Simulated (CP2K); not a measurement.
Two runs for the C K edge of carboxyacetonitrile. Run A: CP2K XAS_TDP, all-electron GAPW, PBEh(45%), aug-cc-pVDZ, TDA, no relativity. Run B differs in one setting.

First lines with a strength over 0.0015. A:

```csv
atom,energy (eV),states,"strength, one atom"
C2 (bonded to C and N),282.52,1,0.0535
,282.61,1,0.0555
,287.21,1,0.0048
,287.56,1,0.0084
,288.06,1,0.0044
C3 (bonded to 2 C and 2 H),284.60,1,0.0029
,285.27,1,0.0116
,285.78,1,0.0100
,285.82,1,0.0022
,286.86,1,0.0064
C4 (bonded to C and 2 O),283.72,1,0.0774
,288.38,1,0.0017
,288.78,1,0.0139
,289.40,1,0.0065
,290.58,1,0.0231
```

B:

```csv
atom,energy (eV),states,"strength, one atom"
C2 (bonded to C and N),286.38,1,0.0615
,286.44,1,0.0635
,290.26,1,0.0017
,291.78,1,0.0064
,291.96,1,0.0034
C3 (bonded to 2 C and 2 H),289.42,1,0.0092
,289.88,1,0.0200
,290.59,1,0.0159
,290.62,1,0.0074
,291.41,1,0.0510
C4 (bonded to C and 2 O),287.29,1,0.0856
,293.42,1,0.0079
,293.69,1,0.0252
,294.52,1,0.0201
,295.13,1,0.0362
```

Question: Which was it: scalar relativity switched on, GW2X switched on, the functional, the basis?

The functional (functional from PBEh(45%) to PBEh(60%); the lines alone don't name the new value). A functional moves all lines by electronvolts and changes their spacings and strengths. Against PBEh(45%) in aug-cc-pVDZ, the leading lines move by +3.86 eV (C2, to 286.38), +4.61 eV (C3, to 289.88) and +3.57 eV (C4, to 287.29); the strength of C2's goes from 0.0535 to 0.0615.

[Banner, clock and machine lines of the logs are left out without a mark of their own.]

[Logs are printed without paths, hosts, clocks, repeated set-up lines and the standing remarks that a program may print on its own settings, such as how far it seeks lower states.]

[Hosts, paths, dates, database ids (printed as entryN), source tags and the programs' standing remarks are cut or masked in the printed files.]
